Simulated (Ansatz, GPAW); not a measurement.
# Cutoff, mesh and smearing for Y2CO2 MXene monolayer

Wanted: a convergence study on the slab Y2CO2 MXene monolayer.

Main program and level: GPAW 26.7.0 and Ansatz 0.2.0; Ansatz plane waves; layer without images along its normal, relaxation of atoms and in-plane cell, in the first sound run; inputs show where later runs differ.

## Step 1: The structure

The cell holds 5 atoms: 2 O, 2 Y and 1 C. Cell: a = 3.478 Å, b = 3.478 Å, c = 21.263 Å, α = 90.0°, β = 90.0°, γ = 120.0°. Vacuum lies along c.

## Step 2: Relaxing the atoms

The atoms are relaxed first, since the surface dipole, and with it the work function, follows the positions of the outer layers.

The input, input.yaml:

```yaml
crystal:
  lattice:
    - [3.47776, 0.0, 0.0]
    - [-1.73888, 3.0118285083, 0.0]
    - [0.0, 0.0, 21.2626329528]
  atoms:
    - { symbol: O, position: [0.3333333333, 0.6666666667, 0.3762469125] }
    - { symbol: "Y", position: [0.6666666667, 0.3333333333, 0.4354627696] }
    - { symbol: C, position: [0.0, 0.0, 0.5] }
    - { symbol: "Y", position: [0.3333333333, 0.6666666667, 0.5645372304] }
    - { symbol: O, position: [0.6666666667, 0.3333333333, 0.6237530875] }
  periodic: [true, true, false]
kpoints:
  mp_grid: { grid: [9, 9, 1] }
hamiltonian:
  xc: pbe
scf:
  occupations: { method: fermi_dirac, width: 0.05 }
relax:
  f_tol: 0.01
  max_steps: 90
  cell: {}
```

On the command line:

```
ansatz run input.yaml --threads 4 --pin off --max-ram 8192MiB --backend cpu --events-out ev --progress --plain --runs-dir out
```

Numbers of over 12 decimals in the logs are rounded to 6 here.

The log of the run:

```text
Warning: crystal.periodic: the lattice vector that does not repeat stood 0.000° off the slab's normal, 21.263 Å along it as the deck builds it. The run solves the slab on a vector along the normal, 34.325 Å long, with every atom where it was (on the deck's vector they left 16.00 Å outside them, and the widest stretch free of ions among them is 1.37 Å). A fractional position that the run reports is one of the run's ce [...]
crystal.periodic: the lattice vector that does not repeat stood 0.000° off the slab's normal, 21.263 Å along it as the deck builds it. The run solves the slab on a vector along the normal, 34.325 Å long, with every atom where it was (on the deck's vector they left 16.00 Å outside them, and the widest stretch free of ions among them is 1.37 Å). A fractional position that the run reports is one of the run's cell, which [...]
Engine: ansatz 0.2.0, x86_64-unknown-linux-gnu
Pseudopotentials: kind: paw
Pseudopotential: O, paw, valence charge 6, recommended cutoff 420 eV (normal), O.paw.azcp
Pseudopotential: Y, paw, valence charge 11, recommended cutoff 420 eV (normal), Y.paw.azcp
Pseudopotential: C, paw, valence charge 4, recommended cutoff 420 eV (normal), C.paw.azcp
Functional definition: PBE
  parameter kappa = 0.804
  parameter beta = 0.066725
  exchange = pbe_x(kappa = kappa, mu = beta*pi^2/3)
  correlation = pbe_c(beta = beta)
Crystal: 5 atoms, lattice volume = 359.537 Å³
Basis set: ecut = 420 eV, 6997 PW (Γ), exchange–correlation on 48×48×480 points (8 copies of the dense FFT grid, shifted against one another)
Bands: 24, of which v1, the nominal top of the filled ones, is band 19 counted from 1 (18 counted from 0)
Symmetry: 12 space group operations
Space group: P-3m1 (ITA 164), of the structure as read, at distance tolerance 7.1e-5 Å
k-points: 12 of 81
Non-local potential: O, projectors of the file, l = 0: 2, l = 1: 2, l = 2: 1
Non-local potential: Y, projectors of the file, l = 0: 3, l = 1: 2, l = 2: 2, l = 3: 1
Non-local potential: C, projectors of the file, l = 0: 2, l = 1: 2, l = 2: 1
PAW form: soft (Blöchl's): semilocal exchange-correlation on the pseudo side does not see the compensation charge
PAW one-centre angular grid: O, 110 points (default); XC on 64 Gauss nodes
PAW one-centre angular grid: Y, 590 points (default); XC on 64 Gauss nodes
PAW one-centre angular grid: C, 110 points (default); XC on 64 Gauss nodes
Initial density: superposition of atomic densities (neutral atoms: chi_scale 0, normalization atom), corrected by the library's trained network
Initial wavefunctions: pseudopotential atomic-orbital guess
Functional: x = pbe(κ = 0.804, μ = 0.219515), c = pbe(β = 0.066725)
SCF iter   1: F=—  HF=-9084.358132 eV  |F-HF|=—  |Δ(HF+E_count)|=         —  Δρ=2.50e-3  dr2=5.73e-2  ethr=1.77e-3  ⟨swp⟩=10.3  Hψ=2028  notcnv=0
preconditioner: auto → LDOS  [metal: Δε(μ)=0.155 eV  Ē_g=14.184 eV  σ=0.050 eV  W_gap=0.48  n_scr=20 (ndim 8)  ℏωp=11.4 eV  f_vac=0.764  D(μ)=6.61/eV (n_scr^D=18)  β→1.0]
SCF iter   2: F=—  HF=-9084.358068 eV  |F-HF|=—  |Δ(HF+E_count)|=   6.44e-5  Δρ=1.23e-3  dr2=1.98e-2  ethr=1.51e-4  ⟨swp⟩=3.6  Hψ=651  notcnv=0
SCF iter   3: F=—  HF=-9084.357374 eV  |F-HF|=—  |Δ(HF+E_count)|=   6.94e-4  Δρ=8.65e-4  dr2=4.15e-3  ethr=5.20e-5  ⟨swp⟩=2.2  Hψ=453  notcnv=0
SCF iter   4: F=—  HF=-9084.356970 eV  |F-HF|=—  |Δ(HF+E_count)|=   4.04e-4  Δρ=3.22e-4  dr2=1.04e-3  ethr=1.09e-5  ⟨swp⟩=3.0  Hψ=620  notcnv=0
SCF iter   5: F=—  HF=-9084.356895 eV  |F-HF|=—  |Δ(HF+E_count)|=   7.55e-5  Δρ=1.37e-4  dr2=8.90e-5  ethr=2.75e-6  ⟨swp⟩=1.8  Hψ=400  notcnv=0
SCF iter   6: F=—  HF=-9084.357001 eV  |F-HF|=—  |Δ(HF+E_count)|=   1.06e-4  Δρ=3.99e-5  dr2=5.55e-6  ethr=2.34e-7  ⟨swp⟩=3.0  Hψ=558  notcnv=0
SCF iter   7: F=—  HF=-9084.357010 eV  |F-HF|=—  |Δ(HF+E_count)|=   9.18e-6  Δρ=1.18e-5  dr2=4.29e-7  ethr=1.46e-8  ⟨swp⟩=3.2  Hψ=630  notcnv=0
SCF iter   8: F=-9084.357010 eV  HF=-9084.357010 eV  |F-HF|=6.34e-8  |Δ(HF+E_count)|=   6.04e-7  Δρ=2.80e-6  dr2=2.67e-8  ethr=2.63e-10  ⟨swp⟩=7.6  Hψ=1534  notcnv=0
SCF 1 converged in 8 iterations: F = -9084.357010 eV  dr2 = 2.67e-8
  greatest PAW one-centre occupation: 0.993 electrons in one spin orbital (limit 2), on the Y atom at site 3 (counted from 0), in its partial waves of l = 0
relax step   1: F+E_penalty+E_count = -9084.35701044 eV  Δ(F+E_penalty+E_count) = +0.000e0 eV  max|allowed force component| = 5.303e0 eV/Å  Δτ_max = 0.0000 Å  P = +3.319 N/m  Ω = 359.537 Å³  fix = [c, alpha, beta]  reactions: c +0.000 N/m  (8 SCF iters, dr2 threshold 1.00e-7 eV, accepted)
Crystal: 5 atoms, lattice volume = 362.165 Å³
Basis set: ecut = 420 eV, 7057 PW (Γ), exchange–correlation on 48×48×480 points (8 copies of the dense FFT grid, shifted against one another)
Initial density: handed on by an earlier stage of this run
Initial wavefunctions: those handed on with the density
SCF iter   1: F=—  HF=-9086.926373 eV  |F-HF|=—  |Δ(HF+E_count)|=         —  Δρ=2.75e-2  dr2=4.50e0  ethr=3.10e-3  ⟨swp⟩=16.3  Hψ=2120  notcnv=0
preconditioner: auto → LDOS  [metal: Δε(μ)=0.015 eV  Ē_g=14.949 eV  σ=0.050 eV  W_gap=0.08  n_scr=20 (ndim 8)  ℏωp=11.4 eV  f_vac=0.755  D(μ)=4.63/eV (n_scr^D=16)  β→1.0]
SCF iter   2: F=—  HF=-9086.421616 eV  |F-HF|=—  |Δ(HF+E_count)|=   5.05e-1  Δρ=1.72e-2  dr2=7.76e-1  ethr=3.10e-3  ⟨swp⟩=3.4  Hψ=659  notcnv=0
SCF iter   3: F=—  HF=-9086.338296 eV  |F-HF|=—  |Δ(HF+E_count)|=   8.33e-2  Δρ=7.95e-3  dr2=6.48e-1  ethr=2.04e-3  ⟨swp⟩=2.4  Hψ=599  notcnv=0
SCF iter   4: F=—  HF=-9086.261272 eV  |F-HF|=—  |Δ(HF+E_count)|=   7.70e-2  Δρ=4.57e-3  dr2=1.43e-1  ethr=1.70e-3  ⟨swp⟩=2.0  Hψ=363  notcnv=0
SCF iter   5: F=—  HF=-9086.254721 eV  |F-HF|=—  |Δ(HF+E_count)|=   6.55e-3  Δρ=1.21e-3  dr2=5.51e-3  ethr=3.77e-4  ⟨swp⟩=3.2  Hψ=595  notcnv=0
SCF iter   6: F=—  HF=-9086.255818 eV  |F-HF|=—  |Δ(HF+E_count)|=   1.10e-3  Δρ=4.78e-4  dr2=9.49e-4  ethr=1.45e-5  ⟨swp⟩=3.2  Hψ=595  notcnv=0
SCF iter   7: F=—  HF=-9086.256052 eV  |F-HF|=—  |Δ(HF+E_count)|=   2.34e-4  Δρ=1.96e-4  dr2=2.26e-4  ethr=2.50e-6  ⟨swp⟩=3.2  Hψ=589  notcnv=0
SCF iter   8: F=—  HF=-9086.256135 eV  |F-HF|=—  |Δ(HF+E_count)|=   8.35e-5  Δρ=3.11e-5  dr2=4.51e-6  ethr=5.95e-7  ⟨swp⟩=3.1  Hψ=523  notcnv=0
SCF iter   9: F=-9086.256138 eV  HF=-9086.256138 eV  |F-HF|=1.37e-7  |Δ(HF+E_count)|=   2.54e-6  Δρ=1.01e-5  dr2=4.60e-7  ethr=1.32e-9  ⟨swp⟩=5.4  Hψ=1731  notcnv=0
SCF 2 converged in 9 iterations: F = -9086.256138 eV  dr2 = 4.60e-7
[...]
SCF iter   2: F=—  HF=-9086.687295 eV  |F-HF|=—  |Δ(HF+E_count)|=   2.30e-1  Δρ=6.79e-3  dr2=1.64e-1  ethr=2.16e-3  ⟨swp⟩=4.8  Hψ=810  notcnv=0
SCF iter   3: F=—  HF=-9086.653801 eV  |F-HF|=—  |Δ(HF+E_count)|=   3.35e-2  Δρ=2.29e-3  dr2=3.76e-2  ethr=4.32e-4  ⟨swp⟩=3.7  Hψ=679  notcnv=0
SCF iter   4: F=—  HF=-9086.650619 eV  |F-HF|=—  |Δ(HF+E_count)|=   3.18e-3  Δρ=1.35e-3  dr2=1.74e-2  ethr=9.89e-5  ⟨swp⟩=2.2  Hψ=479  notcnv=0
SCF iter   5: F=—  HF=-9086.648355 eV  |F-HF|=—  |Δ(HF+E_count)|=   2.26e-3  Δρ=7.71e-4  dr2=2.48e-3  ethr=4.58e-5  ⟨swp⟩=2.5  Hψ=498  notcnv=0
SCF iter   6: F=—  HF=-9086.648032 eV  |F-HF|=—  |Δ(HF+E_count)|=   3.23e-4  Δρ=1.35e-4  dr2=1.00e-4  ethr=6.53e-6  ⟨swp⟩=3.2  Hψ=550  notcnv=0
SCF iter   7: F=—  HF=-9086.648096 eV  |F-HF|=—  |Δ(HF+E_count)|=   6.43e-5  Δρ=2.92e-5  dr2=1.45e-6  ethr=2.64e-7  ⟨swp⟩=2.8  Hψ=551  notcnv=0
SCF iter   8: F=-9086.648100 eV  HF=-9086.648099 eV  |F-HF|=3.16e-7  |Δ(HF+E_count)|=   3.06e-6  Δρ=7.08e-6  dr2=1.58e-7  ethr=1.32e-9  ⟨swp⟩=6.9  Hψ=1468  notcnv=0
SCF 3 converged in 8 iterations: F = -9086.648100 eV  dr2 = 1.58e-7
relax step   3: F+E_penalty+E_count = -9086.64809956 eV  Δ(F+E_penalty+E_count) = -3.920e-1 eV  max|allowed force component| = 6.452e-1 eV/Å  Δτ_max = 0.1829 Å  P = +3.541 N/m  Ω = 370.013 Å³  energy of the carried Pulay correction = -5.136e-3 eV  fix = [c, alpha, beta]  reactions: c +0.000 N/m  (8 SCF iters, dr2 threshold 5.00e-7 eV, accepted)
[...]
relax step   4: F+E_penalty+E_count = -9086.74267856 eV  Δ(F+E_penalty+E_count) = -9.458e-2 eV  max|allowed force component| = 1.202e-1 eV/Å  Δτ_max = 0.1445 Å  P = -0.147 N/m  Ω = 371.279 Å³  energy of the carried Pulay correction = -5.747e-3 eV  fix = [c, alpha, beta]  reactions: c -0.000 N/m  (9 SCF iters, dr2 threshold 5.00e-7 eV, accepted)
[...]
relax step   5: F+E_penalty+E_count = -9086.74692364 eV  Δ(F+E_penalty+E_count) = -4.245e-3 eV  max|allowed force component| = 3.052e-2 eV/Å  Δτ_max = 0.0274 Å  P = +0.036 N/m  Ω = 369.802 Å³  energy of the carried Pulay correction = -5.034e-3 eV  fix = [c, alpha, beta]  reactions: c +0.000 N/m  (8 SCF iters, dr2 threshold 5.00e-7 eV, accepted)
[...]
relax step   6: F+E_penalty+E_count = -9086.74707380 eV  Δ(F+E_penalty+E_count) = -1.502e-4 eV  max|allowed force component| = 2.821e-4 eV/Å  Δτ_max = 0.0061 Å  P = +0.009 N/m  Ω = 369.793 Å³  energy of the carried Pulay correction = -5.030e-3 eV  fix = [c, alpha, beta]  reactions: c +0.000 N/m  (7 SCF iters, dr2 threshold 5.82e-8 eV, accepted)
[...]
relax step   7: F+E_penalty+E_count = -9086.75289609 eV  Δ(F+E_penalty+E_count) = -5.822e-3 eV  max|allowed force component| = 2.834e-4 eV/Å  Δτ_max = 0.0000 Å  P = +0.112 N/m  Ω = 369.793 Å³  fix = [c, alpha, beta]  reactions: c +0.000 N/m  stress off target by 1.12e-1 N/m on what of the cell is left free  SCF on the basis re-selected at this cell (its energy is not comparable with the rows above)  (9 SCF iters)
[...]
relax step   8: F+E_penalty+E_count = -9086.75275403 eV  Δ(F+E_penalty+E_count) = +1.421e-4 eV  max|allowed force component| = 3.582e-4 eV/Å  Δτ_max = 0.0020 Å  P = +0.006 N/m  Ω = 370.179 Å³  energy of the carried Pulay correction = -1.822e-4 eV  fix = [c, alpha, beta]  reactions: c +0.000 N/m  (8 SCF iters, dr2 threshold 1.34e-8 eV, accepted)
iter 1 solved again at ethr=3.76e-7 eV; its pass at ethr=3.10e-3 eV (dr2=1.43e-4 eV) is discarded
SCF iter   1: F=—  HF=-9086.752874 eV  |F-HF|=—  |Δ(HF+E_count)|=         —  Δρ=4.07e-6  dr2=1.97e-8  ethr=3.76e-7  ⟨swp⟩=5.2  Hψ=3175  notcnv=0
eigensolver tolerance schedule: the retry pair's looser diagonalisation over-reported the residual by 7241.15 of it (diagonalisation noise at 7.16 of the residual, at the tolerance the schedule requests for it); recorded, not acted on — ethr = c·dr2/N_el stays at c = 1.0e-1
preconditioner: auto → LDOS  [metal: Δε(μ)=0.050 eV  Ē_g=14.738 eV  σ=0.050 eV  W_gap=0.24  n_scr=20 (ndim 8)  ℏωp=11.3 eV  f_vac=0.759  D(μ)=5.04/eV (n_scr^D=16)  β→1.0]
SCF iter   2: F=—  HF=-9086.752941 eV  |F-HF|=—  |Δ(HF+E_count)|=   6.68e-5  Δρ=3.50e-6  dr2=3.00e-8  ethr=5.19e-11  ⟨swp⟩=5.7  Hψ=1067  notcnv=0
SCF iter   3: F=—  HF=-9086.752941 eV  |F-HF|=—  |Δ(HF+E_count)|=   1.64e-8  Δρ=8.65e-7  dr2=2.87e-9  ethr=5.19e-11  ⟨swp⟩=2.2  Hψ=417  notcnv=0
SCF iter   4: F=—  HF=-9086.752941 eV  |F-HF|=—  |Δ(HF+E_count)|=   3.43e-9  Δρ=4.86e-7  dr2=9.29e-10  ethr=7.57e-12  ⟨swp⟩=2.3  Hψ=465  notcnv=0
SCF iter   5: F=—  HF=-9086.752941 eV  |F-HF|=—  |Δ(HF+E_count)|=  6.24e-10  Δρ=1.11e-7  dr2=1.63e-10  ethr=2.44e-12  ⟨swp⟩=2.5  Hψ=461  notcnv=0
SCF iter   6: F=—  HF=-9086.752941 eV  |F-HF|=—  |Δ(HF+E_count)|=  1.15e-10  Δρ=7.58e-8  dr2=3.11e-11  ethr=1.00e-12  ⟨swp⟩=1.7  Hψ=335  notcnv=0
SCF iter   7: F=-9086.752941 eV  HF=-9086.752941 eV  |F-HF|=4.55e-11  |Δ(HF+E_count)|=  9.28e-11  Δρ=3.82e-8  dr2=7.97e-12  ethr=1.00e-12  ⟨swp⟩=8.8  Hψ=1662  notcnv=0
SCF 9 converged in 7 iterations: F = -9086.752941 eV  dr2 = 7.97e-12
relax step   9: F+E_penalty+E_count = -9086.75294064 eV  Δ(F+E_penalty+E_count) = -1.866e-4 eV  max|allowed force component| = 3.445e-4 eV/Å  Δτ_max = 0.0000 Å  P = +0.007 N/m  Ω = 370.179 Å³  fix = [c, alpha, beta]  reactions: c +0.000 N/m  stress off target by 7.27e-3 N/m on what of the cell is left free  SCF on the basis re-selected at this cell (its energy is not comparable with the rows above)  (7 SCF iters)
basis re-selected at this cell: Δ(F+E_penalty+E_count) = -1.866e-4 eV, ΔP = +0.002 N/m vs the last step (what re-selecting the basis moved, of the pressure what is left beyond the Pulay correction that the steps carried, after the strain that the cell walked since its last selection, with what the two solves' SCF thresholds leave and, on support functions, any second-order correction that the steps lacked; it is no m [...]
SCF converged after 7 iterations
Free energy (F): -9086.752941 eV
Harris-Foulkes:  -9086.752941 eV  (|F-HF|=4.55e-11)
Internal energy: -9086.713611 eV  (E = F + TS)
E sigma→0 (E₀):  -9086.733276 eV
Entropy (-TS):   -0.039329 eV (-7.866 meV/atom)
Fermi energy:    -5.686442 eV
--- Per-component energies (eV) ---
  E_band       = -742.208778
  E_kinetic    = 1044.883591
  E_local      = -77881.327808  (includes V_loc(G=0)·N_el)
  E_nonlocal   = 222.672566
  E_hartree    = 38350.487993
  E_xc         = -542.962251
  E_vxc        = -646.654030  (∫ρ·V_xc dr)
  E_paw        = -6064.673060  (= ΣΔE_a)
  E_vpaw       = -182.763863  (= ΣTr[D̂ρ^β])
  E_aug_tail   = 0.004882  (compensation charges beyond the density's cutoff)
  E_ewald      = 35784.200476
  E_smearing   = -0.039329  (= −TS)
  E_closure    = -0.000000  (closes the sum)
  Σ components = -9086.752941   (vs F -9086.752941, Δ=0.00e0)
--- Forces (eV/Å), atoms counted from 1 ---
  atom   1  O     -0.00000000     0.00000000    -0.00034448
  atom   2  Y      0.00000000    -0.00000000     0.00027153
  atom   3  C      0.00000000     0.00000000     0.00000000
  atom   4  Y      0.00000000     0.00000000    -0.00027153
  atom   5  O     -0.00000000    -0.00000000     0.00034448
  max |Σ_I F_I| component: 1.85e-17 eV/Å
--- 2D stress c σ (N/m, compression-positive) ---
        0.007272       0.000000      -0.000000
       -0.000000       0.007272       0.000000
       -0.000000       0.000000       0.000000
  P = ½ c Tr σ = 0.0073 N/m
--- Relaxed structure (7 steps of the walk, 7 accepted, 2 SCFs on fresh bases) ---
  F+E_penalty+E_count = -9086.75294064 eV   max|allowed force component| = 3.445e-4 eV/Å   (the final SCF, on the basis selected at the relaxed cell)
  cell:  # Å, volume = 370.1787 Å³
    - [3.528852, 0.0, 0]
    - [-1.764426, 3.056076, 0]
    - [0, 0, 34.325266]
  atoms:
    - { symbol: O, position: [0.333333, 0.666667, 0.236171] }
    - { symbol: Y, position: [0.666667, 0.333333, 0.257859] }
    - { symbol: C, position: [0, 0, 0.309723] }
    - { symbol: Y, position: [0.333333, 0.666667, 0.361587] }
    - { symbol: O, position: [0.666667, 0.333333, 0.383274] }
```

The job ended after 18 s (4 threads of AMD EPYC 7R32 (Zen 2), shared host; peak memory 0.78 GiB; 61 s of CPU time).

The steps of the relaxation:

| step | energy less that of the first step (eV) | largest force component (eV/Å) | volume (Å³) |
| --- | --- | --- | --- |
| 1 | 0.0000 | 5.3030 | 359.54 |
| 2 | -1.8991 | 2.3048 | 362.16 |
| 3 | -2.2911 | 0.6452 | 370.01 |
| 4 | -2.3857 | 0.1202 | 371.28 |
| 5 | -2.3899 | 0.0305 | 369.80 |
| 6 | -2.3901 | 0.0003 | 369.79 |
| 7* | -2.3959 | 0.0003 | 369.79 |
| 8 | -2.3957 | 0.0004 | 370.18 |
| 9* | -2.3959 | 0.0003 | 370.18 |

Relaxation steps marked * repeat the geometry before them on a plane-wave basis chosen anew for their cell, so energy and pressure can jump there.

Forces are held to the 12 operations that the run works with; a distortion that breaks them can't arise in this run.

| cell as run | before | after | change |
| --- | --- | --- | --- |
| a (Å) | 3.478 | 3.529 | +1.5 % |
| b (Å) | 3.478 | 3.529 | +1.5 % |

The atoms that moved most (Å, along periodic axes as changes of fractional coordinates times the final cell, across vacuum about the mean position):

| atom | dx | dy | dz | length |
| --- | --- | --- | --- | --- |
| Y4 | 0.000 | 0.000 | 0.408 | 0.408 |
| Y2 | 0.000 | 0.000 | -0.408 | 0.408 |
| O1 | 0.000 | 0.000 | 0.107 | 0.107 |
| O5 | 0.000 | 0.000 | -0.107 | 0.107 |

Final coordinates:

```xyz
5
Lattice="3.5289 0.0000 0.0000 -1.7644 3.0561 0.0000 0.0000 0.0000 34.3253" Properties=species:S:1:pos:R:3
O     0.0000    2.0374    8.1066
Y     1.7644    1.0187    8.8511
C     0.0000    0.0000   10.6313
Y     0.0000    2.0374   12.4116
O     1.7644    1.0187   13.1560
```

This step gave:

```yaml
free_energy: -9086.7529 eV
smearing_term_ts: 0.03933 eV
symmetry_operations: 12
```

The relaxation lowered the energy of the cell by 2.40 eV.

[end of part 1 of 3]

[Logs are printed without paths, hosts, clocks, repeated set-up lines and the standing remarks that a program may print on its own settings, such as how far it seeks lower states.]

[Hosts, paths, dates, database ids (printed as entryN), source tags and the programs' standing remarks are cut or masked in the printed files.]
